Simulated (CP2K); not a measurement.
Two runs for the N K edge of 3-nitrosofuran. Run A: CP2K XAS_TDP, all-electron GAPW, PBEh(45%), aug-cc-pVDZ, TDA, no relativity. Run B differs in one setting.

First lines with a strength over 0.0015. A:

```csv
atom,energy (eV),states,"strength, one atom"
N2 (bonded to C and O),394.58,1,0.0669
,401.49,1,0.0025
,402.41,1,0.0035
,402.96,1,0.0102
,403.24,1,0.0034
```

B:

```csv
atom,energy (eV),states,"strength, one atom"
N2 (bonded to C and O),388.50,1,0.0539
,392.96,1,0.0023
,394.64,1,0.0024
,394.73,1,0.0052
,395.42,1,0.0032
```

Which was it: the functional, scalar relativity switched on, GW2X switched on, the basis?

The functional (functional from PBEh(45%) to PBE0; the lines alone don't name the new value). A functional moves all lines by electronvolts and changes their spacings and strengths. Against PBEh(45%) in aug-cc-pVDZ, the leading line moves by -6.08 eV, to 388.50 eV; the strength of N2's goes from 0.0669 to 0.0539. The next line of N2 over the strength cut lies 4.46 eV higher, against 6.91.

[Banner, clock and machine lines of the logs are left out without a mark of their own.]

[Logs are printed without paths, hosts, clocks, repeated set-up lines and the standing remarks that a program may print on its own settings, such as how far it seeks lower states.]

[Hosts, paths, dates, database ids (printed as entryN), source tags and the programs' standing remarks are cut or masked in the printed files.]
